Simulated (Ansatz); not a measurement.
# What Ba2C (model cell, started as cuprite) distorts into, part 2 of 3

Wanted: the energy along a soft mode of Ba2C (model cell, started as cuprite) and the structure at the end.

Ansatz 0.2.0; DFT PBEsol, scalar-relativistic, plane waves, PAW.

So far, highest frequency on the path or at a solved wavevector (cm⁻¹): step 2 (response at finite wavevector) 233. Also lowest frequency on the path (cm⁻¹): step 2 -132.

The structure was built from a prototype and need not be the compound's stable phase.

## Step 4: The mode frozen in, largest atomic shift 0.32 Å

The atoms are moved along the unstable eigenvector, the largest shift by 0.32 Å, with the cell fixed.

File input.yaml:

```yaml
crystal:
  lattice:
    - [6.1820686643, 0.0, 0.0]
    - [0.0, 6.1820686643, 0.0]
    - [0.0, 0.0, 12.3641373286]
  atoms:
    - { symbol: C, position: [-0.0517626085, 0.0, 0.0] }
    - { symbol: C, position: [0.0517626085, 0.0, 0.5] }
    - { symbol: C, position: [0.5, 0.5517626085, 0.25] }
    - { symbol: C, position: [0.5, 0.4482373915, 0.75] }
    - { symbol: Ba, position: [0.2546597854, 0.2453402146, 0.125] }
    - { symbol: Ba, position: [0.2453402146, 0.2546597854, 0.625] }
    - { symbol: Ba, position: [0.7546597854, 0.7453402146, 0.125] }
    - { symbol: Ba, position: [0.7453402146, 0.7546597854, 0.625] }
    - { symbol: Ba, position: [0.7453402146, 0.2453402146, 0.375] }
    - { symbol: Ba, position: [0.7546597854, 0.2546597854, 0.875] }
    - { symbol: Ba, position: [0.2453402146, 0.7453402146, 0.375] }
    - { symbol: Ba, position: [0.2546597854, 0.7546597854, 0.875] }
kpoints:
  mp_grid: { grid: [6, 6, 4] }
hamiltonian:
  xc: pbesol
scf:
  occupations: { method: methfessel_paxton, width: 0.2 }
output:
  forces: true
  stress: true
  eigenvalues: true
```

The run is started by

```console
$ ansatz run input.yaml --threads 8 --pin off --max-ram 14336MiB --backend cpu --events-out ev --progress --plain --runs-dir out
```

Numbers of over 12 decimals in the logs are rounded to 6 here.

What it wrote:

```text
[...]
Crystal: 12 atoms, lattice volume = 472.532 Å³
Basis set: ecut = 420 eV, 9261 PW (Γ), exchange–correlation on 90×90×180 points (8 copies of the dense FFT grid, shifted against one another)
Bands: 60, of which v1, the nominal top of the filled ones, is band 48 counted from 1 (47 counted from 0)
Symmetry: 8 space group operations
[...]
k-point 0: bands = [... 44 lower, 5.5956, 5.6460, 6.4193, 6.4193, 6.6365, 6.6715, 6.8981, 6.8981, ... 8 higher]
  k-point 1: bands = [... 44 lower, 5.7971, 5.9482, 6.4045, 6.4338, 6.6403, 6.7192, 6.7383, 6.8717, ... 8 higher]
  k-point 2: bands = [... 44 lower, 6.1267, 6.1267, 6.2952, 6.2952, 6.6313, 6.6313, 6.8382, 6.8382, ... 8 higher]
  k-point 29: bands = [... 44 lower, 6.2629, 6.2629, 6.3489, 6.3489, 6.5105, 6.5105, 6.5222, 6.5222, ... 8 higher]
[key lines of the parts left out:]
SCF converged after 8 iterations
Free energy (F): -47876.038615 eV
Fermi energy:    6.454288 eV
P = ⅓ Tr σ = -0.3074 GPa (-3.074 kbar)
```

The job ended after 9.5 s (8 threads of Arm Neoverse V2, shared host; peak memory 1.6 GiB).

Numbers from this step:

```yaml
pressure: -0.3074 GPa
energy_from_the_undistorted_cell: -11.78 meV/atom
```

The energy, extrapolated to zero smearing, is -11.78 meV/atom against the undistorted cell.

The run ends at a pressure of -0.31 GPa, with forces up to 0.41 eV/Å.

## Step 5: Energy along the mode, all amplitudes (two of the runs are shown above)

An imaginary frequency means negative curvature, so the energy should fall and then rise again as anharmonic terms take over.

This step gave:

```
depth at the lowest point sampled  : 11.78 meV/atom
largest atomic shift at that point : 0.32 Å
```

Energy from the parent against largest atomic shift:

```
largest atomic shift (Å)  energy from the parent (meV/atom)
                   0.000                                  0
                   0.040                             -0.319
                   0.080                              -1.27
                   0.140                              -3.80
                   0.220                              -8.35
                   0.320                              -11.8
                   0.450                              -4.95
                   0.600                               19.8
```

Displacement at unit largest shift by atom:

```
atom  x (Å)  y (Å)  z (Å)  size
  C1  -1.00   0.00   0.00  1.00
  C2   1.00   0.00   0.00  1.00
  C3   0.00   1.00   0.00  1.00
  C4   0.00  -1.00   0.00  1.00
 Ba5   0.09  -0.09   0.00  0.13
 Ba6  -0.09   0.09   0.00  0.13
 Ba7   0.09  -0.09   0.00  0.13
 Ba8  -0.09   0.09   0.00  0.13
 Ba9  -0.09  -0.09   0.00  0.13
Ba10   0.09   0.09   0.00  0.13
Ba11  -0.09  -0.09   0.00  0.13
Ba12   0.09   0.09   0.00  0.13
```

The lowest of the steps tried is at 0.32 Å, 11.8 meV/atom below the parent; the bottom of the well need not coincide with a step.

## Step 6: Relaxation from the frozen mode

Starting from the lowest point found, all atoms and the cell are let go, so that strain and other modes of the same symmetry can join in.

Edit input.yaml of step 4 so:

```diff
@@ -28 +28,6 @@
   eigenvalues: true
+relax:
+  adjacent_minimum: "off"
+  f_tol: 0.002
+  max_steps: 120
+  cell: { stress_tol: 0.03 }
```

What it wrote:

```text
[...]
Crystal: 12 atoms, lattice volume = 472.532 Å³
Basis set: ecut = 420 eV, 9261 PW (Γ), exchange–correlation on 90×90×180 points (8 copies of the dense FFT grid, shifted against one another)
Bands: 60, of which v1, the nominal top of the filled ones, is band 48 counted from 1 (47 counted from 0)
Symmetry: 8 space group operations
[...]
k-points: 30 of 144 (time reversal used)
[...]
SCF iter   1: F=—  HF=-47876.077078 eV  |F-HF|=—  |Δ(HF+E_count)|=         —  Δρ=5.70e-3  dr2=1.96e-1  ethr=1.77e-3  ⟨swp⟩=11.4  Hψ=10161  notcnv=0
[...]
SCF iter   8: F=-47876.038615 eV  HF=-47876.038615 eV  |F-HF|=1.58e-9  |Δ(HF+E_count)|=   2.26e-8  S|Δr|=    0.00e0  Δρ=7.65e-7  dr2=7.56e-9  ethr=1.04e-10  ⟨swp⟩=11.6  Hψ=8759  notcnv=0
SCF 1 converged in 8 iterations: F = -47876.038615 eV  dr2 = 7.56e-9
[...]
relax step   1: F+E_penalty+E_count = -47876.03861468 eV  Δ(F+E_penalty+E_count) = +0.000e0 eV  max|allowed force component| = 2.910e-1 eV/Å  Δτ_max = 0.0000 Å  P = -0.307 GPa  Ω = 472.532 Å³  (8 SCF iters, dr2 threshold 1.00e-7 eV, accepted)
Crystal: 12 atoms, lattice volume = 464.663 Å³
Basis set: ecut = 420 eV, 9061 PW (Γ), exchange–correlation on 90×90×180 points (8 copies of the dense FFT grid, shifted against one another)
[...]
SCF iter   7: F=-47876.301144 eV  HF=-47876.301144 eV  |F-HF|=9.53e-10  |Δ(HF+E_count)|=   7.81e-7  S|Δr|=    0.00e0  Δρ=3.96e-6  dr2=1.77e-7  ethr=1.25e-9  ⟨swp⟩=10.4  Hψ=9438  notcnv=0
SCF 2 converged in 7 iterations: F = -47876.301144 eV  dr2 = 1.77e-7
relax step   2: F+E_penalty+E_count = -47876.30114438 eV  Δ(F+E_penalty+E_count) = -2.625e-1 eV  max|allowed force component| = 2.006e-1 eV/Å  Δτ_max = 0.1951 Å  P = -0.411 GPa  Ω = 464.663 Å³  energy of the carried Pulay correction = +2.025e-3 eV  (7 SCF iters, dr2 threshold 1.20e-6 eV, accepted)
Crystal: 12 atoms, lattice volume = 451.000 Å³
Basis set: ecut = 420 eV, 8789 PW (Γ), exchange–correlation on 90×90×180 points (8 copies of the dense FFT grid, shifted against one another)
[...]
SCF iter   6: F=-47876.631990 eV  HF=-47876.631989 eV  |F-HF|=3.85e-7  |Δ(HF+E_count)|=   8.98e-6  S|Δr|=    0.00e0  Δρ=1.21e-5  dr2=1.04e-6  ethr=1.25e-9  ⟨swp⟩=9.0  Hψ=11413  notcnv=0
SCF 3 converged in 6 iterations: F = -47876.631990 eV  dr2 = 1.04e-6
relax step   3: F+E_penalty+E_count = -47876.63198974 eV  Δ(F+E_penalty+E_count) = -3.308e-1 eV  max|allowed force component| = 2.169e-1 eV/Å  Δτ_max = 0.1939 Å  P = -0.438 GPa  Ω = 451.000 Å³  energy of the carried Pulay correction = +5.622e-3 eV  (6 SCF iters, dr2 threshold 1.20e-6 eV, accepted)
[... from here on, the SCF cycles and remarks between the steps are left out ...]
relax step   4: F+E_penalty+E_count = -47877.03560527 eV  Δ(F+E_penalty+E_count) = -4.036e-1 eV  max|allowed force component| = 1.722e-1 eV/Å  Δτ_max = 0.1980 Å  P = -0.436 GPa  Ω = 436.755 Å³  energy of the carried Pulay correction = +9.488e-3 eV  (7 SCF iters, dr2 threshold 1.20e-6 eV, accepted)
relax step   5: F+E_penalty+E_count = -47877.51373656 eV  Δ(F+E_penalty+E_count) = -4.781e-1 eV  max|allowed force component| = 1.498e-1 eV/Å  Δτ_max = 0.1951 Å  P = -0.510 GPa  Ω = 419.659 Å³  energy of the carried Pulay correction = +1.429e-2 eV  (8 SCF iters, dr2 threshold 1.20e-6 eV, accepted)
relax step   6: F+E_penalty+E_count = -47878.09036093 eV  Δ(F+E_penalty+E_count) = -5.766e-1 eV  max|allowed force component| = 1.198e-1 eV/Å  Δτ_max = 0.1952 Å  P = -0.305 GPa  Ω = 395.673 Å³  energy of the carried Pulay correction = +2.135e-2 eV  (7 SCF iters, dr2 threshold 1.20e-6 eV, accepted)
relax step   7: F+E_penalty+E_count = -47878.51567596 eV  Δ(F+E_penalty+E_count) = -4.253e-1 eV  max|allowed force component| = 2.822e-1 eV/Å  Δτ_max = 0.1950 Å  P = -0.014 GPa  Ω = 371.357 Å³  energy of the carried Pulay correction = +2.892e-2 eV  (7 SCF iters, dr2 threshold 1.20e-6 eV, accepted)
relax step   8: F+E_penalty+E_count = -47878.95957014 eV  Δ(F+E_penalty+E_count) = -4.439e-1 eV  max|allowed force component| = 4.177e-1 eV/Å  Δτ_max = 0.1947 Å  P = -0.146 GPa  Ω = 356.336 Å³  energy of the carried Pulay correction = +3.382e-2 eV  (7 SCF iters, dr2 threshold 1.20e-6 eV, accepted)
relax step   9: F+E_penalty+E_count = -47879.50503091 eV  Δ(F+E_penalty+E_count) = -5.455e-1 eV  max|allowed force component| = 3.257e-1 eV/Å  Δτ_max = 0.1946 Å  P = -0.352 GPa  Ω = 343.577 Å³  energy of the carried Pulay correction = +3.812e-2 eV  (7 SCF iters, dr2 threshold 1.20e-6 eV, accepted)
relax step  10: F+E_penalty+E_count = -47880.00337705 eV  Δ(F+E_penalty+E_count) = -4.983e-1 eV  max|allowed force component| = 2.278e-1 eV/Å  Δτ_max = 0.1952 Å  P = -0.155 GPa  Ω = 335.165 Å³  energy of the carried Pulay correction = +4.103e-2 eV  (8 SCF iters, dr2 threshold 1.20e-6 eV, accepted)
relax step  11: F+E_penalty+E_count = -47880.11830563 eV  Δ(F+E_penalty+E_count) = -1.149e-1 eV  max|allowed force component| = 2.807e-1 eV/Å  Δτ_max = 0.1908 Å  P = +1.032 GPa  Ω = 323.277 Å³  energy of the carried Pulay correction = +4.525e-2 eV  (7 SCF iters, dr2 threshold 1.20e-6 eV, accepted)
relax step  12: F+E_penalty+E_count = -47880.24340823 eV  Δ(F+E_penalty+E_count) = -1.251e-1 eV  max|allowed force component| = 9.694e-2 eV/Å  Δτ_max = 0.2000 Å  P = +0.179 GPa  Ω = 327.003 Å³  energy of the carried Pulay correction = +4.391e-2 eV  (7 SCF iters, dr2 threshold 1.20e-6 eV, accepted)
relax step  13: F+E_penalty+E_count = -47880.30285358 eV  Δ(F+E_penalty+E_count) = -5.945e-2 eV  max|allowed force component| = 4.235e-2 eV/Å  Δτ_max = 0.2000 Å  P = +0.149 GPa  Ω = 325.182 Å³  energy of the carried Pulay correction = +4.457e-2 eV  (7 SCF iters, dr2 threshold 5.87e-7 eV, accepted)
relax step  14: F+E_penalty+E_count = -47880.33035254 eV  Δ(F+E_penalty+E_count) = -2.750e-2 eV  max|allowed force component| = 1.677e-2 eV/Å  Δτ_max = 0.1927 Å  P = -0.041 GPa  Ω = 325.982 Å³  energy of the carried Pulay correction = +4.428e-2 eV  (8 SCF iters, dr2 threshold 1.12e-7 eV, accepted)
relax step  15: F+E_penalty+E_count = -47880.33483897 eV  Δ(F+E_penalty+E_count) = -4.486e-3 eV  max|allowed force component| = 1.070e-2 eV/Å  Δτ_max = 0.1071 Å  P = +0.058 GPa  Ω = 325.021 Å³  energy of the carried Pulay correction = +4.462e-2 eV  (7 SCF iters, dr2 threshold 2.05e-7 eV, accepted)
relax step  16: F+E_penalty+E_count = -47880.33552682 eV  Δ(F+E_penalty+E_count) = -6.879e-4 eV  max|allowed force component| = 6.968e-4 eV/Å  Δτ_max = 0.0284 Å  P = -0.017 GPa  Ω = 325.632 Å³  energy of the carried Pulay correction = +4.440e-2 eV  (7 SCF iters, dr2 threshold 5.27e-8 eV, accepted)
relax step  17: F+E_penalty+E_count = -47880.33558537 eV  Δ(F+E_penalty+E_count) = -5.854e-5 eV  max|allowed force component| = 4.896e-4 eV/Å  Δτ_max = 0.0036 Å  P = -0.002 GPa  Ω = 325.507 Å³  energy of the carried Pulay correction = +4.445e-2 eV  (8 SCF iters, accepted)
relax step  18: F+E_penalty+E_count = -47880.33757767 eV  Δ(F+E_penalty+E_count) = -1.992e-3 eV  max|allowed force component| = 4.891e-4 eV/Å  Δτ_max = 0.0000 Å  P = +0.001 GPa  Ω = 325.507 Å³  stress off target by 9.91e-2 GPa  SCF on the basis re-selected at this cell (its energy is not comparable with the rows above)  (6 SCF iters)
relax step  19: F+E_penalty+E_count = -47880.33769621 eV  Δ(F+E_penalty+E_count) = -1.185e-4 eV  max|allowed force component| = 5.242e-3 eV/Å  Δτ_max = 0.0069 Å  P = +0.005 GPa  Ω = 325.475 Å³  energy of the carried Pulay correction = +1.304e-5 eV  (5 SCF iters, dr2 threshold 2.45e-8 eV, accepted)
relax step  20: F+E_penalty+E_count = -47880.33773857 eV  Δ(F+E_penalty+E_count) = -4.236e-5 eV  max|allowed force component| = 3.881e-4 eV/Å  Δτ_max = 0.0039 Å  P = -0.000 GPa  Ω = 325.515 Å³  energy of the carried Pulay correction = -2.873e-6 eV  (5 SCF iters, dr2 threshold 1.72e-9 eV, accepted)
relax step  21: F+E_penalty+E_count = -47880.33774176 eV  Δ(F+E_penalty+E_count) = -3.188e-6 eV  max|allowed force component| = 1.087e-4 eV/Å  Δτ_max = 0.0026 Å  P = -0.000 GPa  Ω = 325.515 Å³  energy of the carried Pulay correction = -2.808e-6 eV  (7 SCF iters, accepted)
[...]
SCF iter   3: F=-47880.337761 eV  HF=-47880.337761 eV  |F-HF|=2.33e-10  |Δ(HF+E_count)|=   1.48e-9  S|Δr|=    0.00e0  Δρ=2.79e-7  dr2=2.40e-11  ethr=1.00e-12  ⟨swp⟩=5.3  Hψ=7285  notcnv=0
SCF 22 converged in 3 iterations: F = -47880.337761 eV  dr2 = 2.40e-11
relax step  22: F+E_penalty+E_count = -47880.33776093 eV  Δ(F+E_penalty+E_count) = -1.917e-5 eV  max|allowed force component| = 1.087e-4 eV/Å  Δτ_max = 0.0000 Å  P = -0.000 GPa  Ω = 325.515 Å³  stress off target by 1.21e-3 GPa  SCF on the basis re-selected at this cell (its energy is not comparable with the rows above)  (3 SCF iters)
[...]
SCF converged after 3 iterations
[...]
Free energy (F): -47880.337761 eV
[...]
Internal energy: -47880.355149 eV  (E = F + TS)
E sigma→0 (E₀):  -47880.342108 eV
Entropy (-TS):   0.017388 eV (1.449 meV/atom)
Fermi energy:    10.145099 eV
[...]
--- Forces (eV/Å), atoms counted from 1 ---
  atom   1  C      0.00004996    -0.00000000    -0.00000000
  atom   2  C     -0.00004996     0.00000000     0.00000000
  atom   3  C      0.00000000    -0.00004996     0.00000000
  atom   4  C     -0.00000000     0.00004996     0.00000000
  atom   5  Ba    -0.00010869     0.00010869     0.00000000
  atom   6  Ba    -0.00009354     0.00009354    -0.00000000
  atom   7  Ba     0.00009354    -0.00009354    -0.00000000
  atom   8  Ba     0.00010869    -0.00010869     0.00000000
  atom   9  Ba     0.00010869     0.00010869    -0.00000000
  atom  10  Ba     0.00009354     0.00009354     0.00000000
  atom  11  Ba    -0.00009354    -0.00009354     0.00000000
  atom  12  Ba    -0.00010869    -0.00010869    -0.00000000
  max |Σ_I F_I| component: 4.61e-19 eV/Å
--- Stress (GPa, compression-positive) ---
       -0.000793      -0.000000       0.000000
       -0.000000      -0.000793       0.000000
        0.000000       0.000000       0.001213
  P = ⅓ Tr σ = -0.0001 GPa (-0.001 kbar)
--- Band table (eV; the first three rows and the last of 30) ---
  k-point 0: bands = [... 44 lower, 9.1388, 9.1388, 9.9590, 10.2337, 10.2337, 10.2928, 10.3478, 10.3478, ... 8 higher]
  k-point 1: bands = [... 44 lower, 9.5707, 9.5707, 10.1484, 10.1602, 10.1602, 10.3765, 10.4441, 10.5075, ... 8 higher]
  k-point 2: bands = [... 44 lower, 9.9337, 9.9337, 9.9337, 9.9337, 10.4610, 10.4610, 10.5788, 10.5788, ... 8 higher]
  k-point 29: bands = [... 44 lower, 9.9947, 9.9947, 9.9947, 9.9947, 10.7150, 10.7150, 10.7150, 10.7150, ... 8 higher]
--- Relaxed structure (20 steps of the walk, 20 accepted, 2 SCFs on fresh bases) ---
  F+E_penalty+E_count = -47880.33776093 eV   max|allowed force component| = 1.087e-4 eV/Å   (the final SCF, on the basis selected at the relaxed cell)
  cell:  # Å, volume = 325.5149 Å³
    - [4.864594, 0, 0.0]
    - [0, 4.864594, 0]
    - [0.0, 0, 13.755544]
  atoms:
    - { symbol: C, position: [-7.795112386713174e-6, -3.6829493262792265e-19, 0] }
    - { symbol: C, position: [7.79511238671205e-6, -3.6829493262792255e-19, 0.500000] }
    - { symbol: C, position: [0.500000, 0.500008, 0.250000] }
    - { symbol: C, position: [0.500000, 0.499992, 0.750000] }
    - { symbol: Ba, position: [0.500006, -5.550431837925141e-6, 0.125000] }
    - { symbol: Ba, position: [7.3578733431575065e-6, 0.499993, 0.625000] }
    - { symbol: Ba, position: [0.999993, 0.500007, 0.125000] }
    - { symbol: Ba, position: [0.499994, 1.000006, 0.625000] }
    - { symbol: Ba, position: [0.499994, -5.550431837939767e-6, 0.375000] }
    - { symbol: Ba, position: [0.999993, 0.499993, 0.875000] }
    - { symbol: Ba, position: [7.35787334315712e-6, 0.500007, 0.375000] }
    - { symbol: Ba, position: [0.500006, 1.000006, 0.875000] }
```

Elapsed: 3.9 min, on 8 threads; peak memory 1.9 GiB; 30 min of CPU time.

The steps of the relaxation:

```
step  energy less that of the first step (eV)  largest force component (eV/Å)  pressure (GPa)  volume (Å³)
   1                                   0.0000                          0.2910           -0.31       472.53
   2                                  -0.2625                          0.2006           -0.41       464.66
   3                                  -0.5934                          0.2169           -0.44       451.00
   4                                  -0.9970                          0.1722           -0.44       436.75
   5                                  -1.4751                          0.1498           -0.51       419.66
   6                                  -2.0517                          0.1198           -0.30       395.67
   7                                  -2.4771                          0.2822           -0.01       371.36
   8                                  -2.9210                          0.4177           -0.15       356.34
   9                                  -3.4664                          0.3257           -0.35       343.58
  10                                  -3.9648                          0.2278           -0.15       335.16
  11                                  -4.0797                          0.2807            1.03       323.28
  12                                  -4.2048                          0.0969            0.18       327.00
  13                                  -4.2642                          0.0423            0.15       325.18
  14                                  -4.2917                          0.0168           -0.04       325.98
  15                                  -4.2962                          0.0107            0.06       325.02
  16                                  -4.2969                          0.0007           -0.02       325.63
  17                                  -4.2970                          0.0005            0.00       325.51
 18*                                  -4.2990                          0.0005            0.00       325.51
  19                                  -4.2991                          0.0052            0.00       325.48
  20                                  -4.2991                          0.0004            0.00       325.52
  21                                  -4.2991                          0.0001            0.00       325.51
 22*                                  -4.2991                          0.0001            0.00       325.51
```

Relaxation steps marked * repeat the geometry before them on a plane-wave basis chosen anew for their cell, so energy and pressure can jump there.

Forces are held to the 8 operations that the run works with; a distortion that breaks them can't arise in this run.

```
     cell as run  before   after   change
           a (Å)   6.182   4.865  -21.3 %
           b (Å)   6.182   4.865  -21.3 %
           c (Å)  12.364  13.756  +11.3 %
volume (Å³/atom)   39.38   27.13  -31.1 %
```

The atoms that moved most (Å, as changes of fractional coordinates times the final cell):

```
atom      dx      dy     dz  length
Ba12   1.194   1.194  0.000   1.688
 Ba8  -1.194   1.194  0.000   1.688
 Ba5   1.194  -1.194  0.000   1.688
 Ba9  -1.194  -1.194  0.000   1.688
 Ba7   1.193  -1.193  0.000   1.688
Ba11  -1.193  -1.193  0.000   1.688
Ba10   1.193   1.193  0.000   1.688
 Ba6  -1.193   1.193  0.000   1.688
```

The relaxed structure:

```xyz
12
Lattice="4.8646 0.0000 0.0000 0.0000 4.8646 0.0000 0.0000 0.0000 13.7555" Properties=species:S:1:pos:R:3 pbc="T T T"
C     0.0000    0.0000    0.0000
C     0.0000    0.0000    6.8778
C     2.4323    2.4323    3.4389
C     2.4323    2.4323   10.3167
Ba    2.4323    0.0000    1.7194
Ba    0.0000    2.4323    8.5972
Ba    4.8646    2.4323    1.7194
Ba    2.4323    4.8646    8.5972
Ba    2.4323    0.0000    5.1583
Ba    4.8646    2.4323   12.0361
Ba    0.0000    2.4323    5.1583
Ba    2.4323    4.8646   12.0361
```

This step gave:

* pressure: -1.24e-4 GPa
* volume per atom: 27.13 Å³

The distorted start has space group P4_322; the relaxation ends in Fm-3m.

[end of part 2 of 3]

[Logs are printed without paths, hosts, clocks, repeated set-up lines and the standing remarks that a program may print on its own settings, such as how far it seeks lower states.]

[Hosts, paths, dates, database ids (printed as entryN), source tags and the programs' standing remarks are cut or masked in the printed files.]
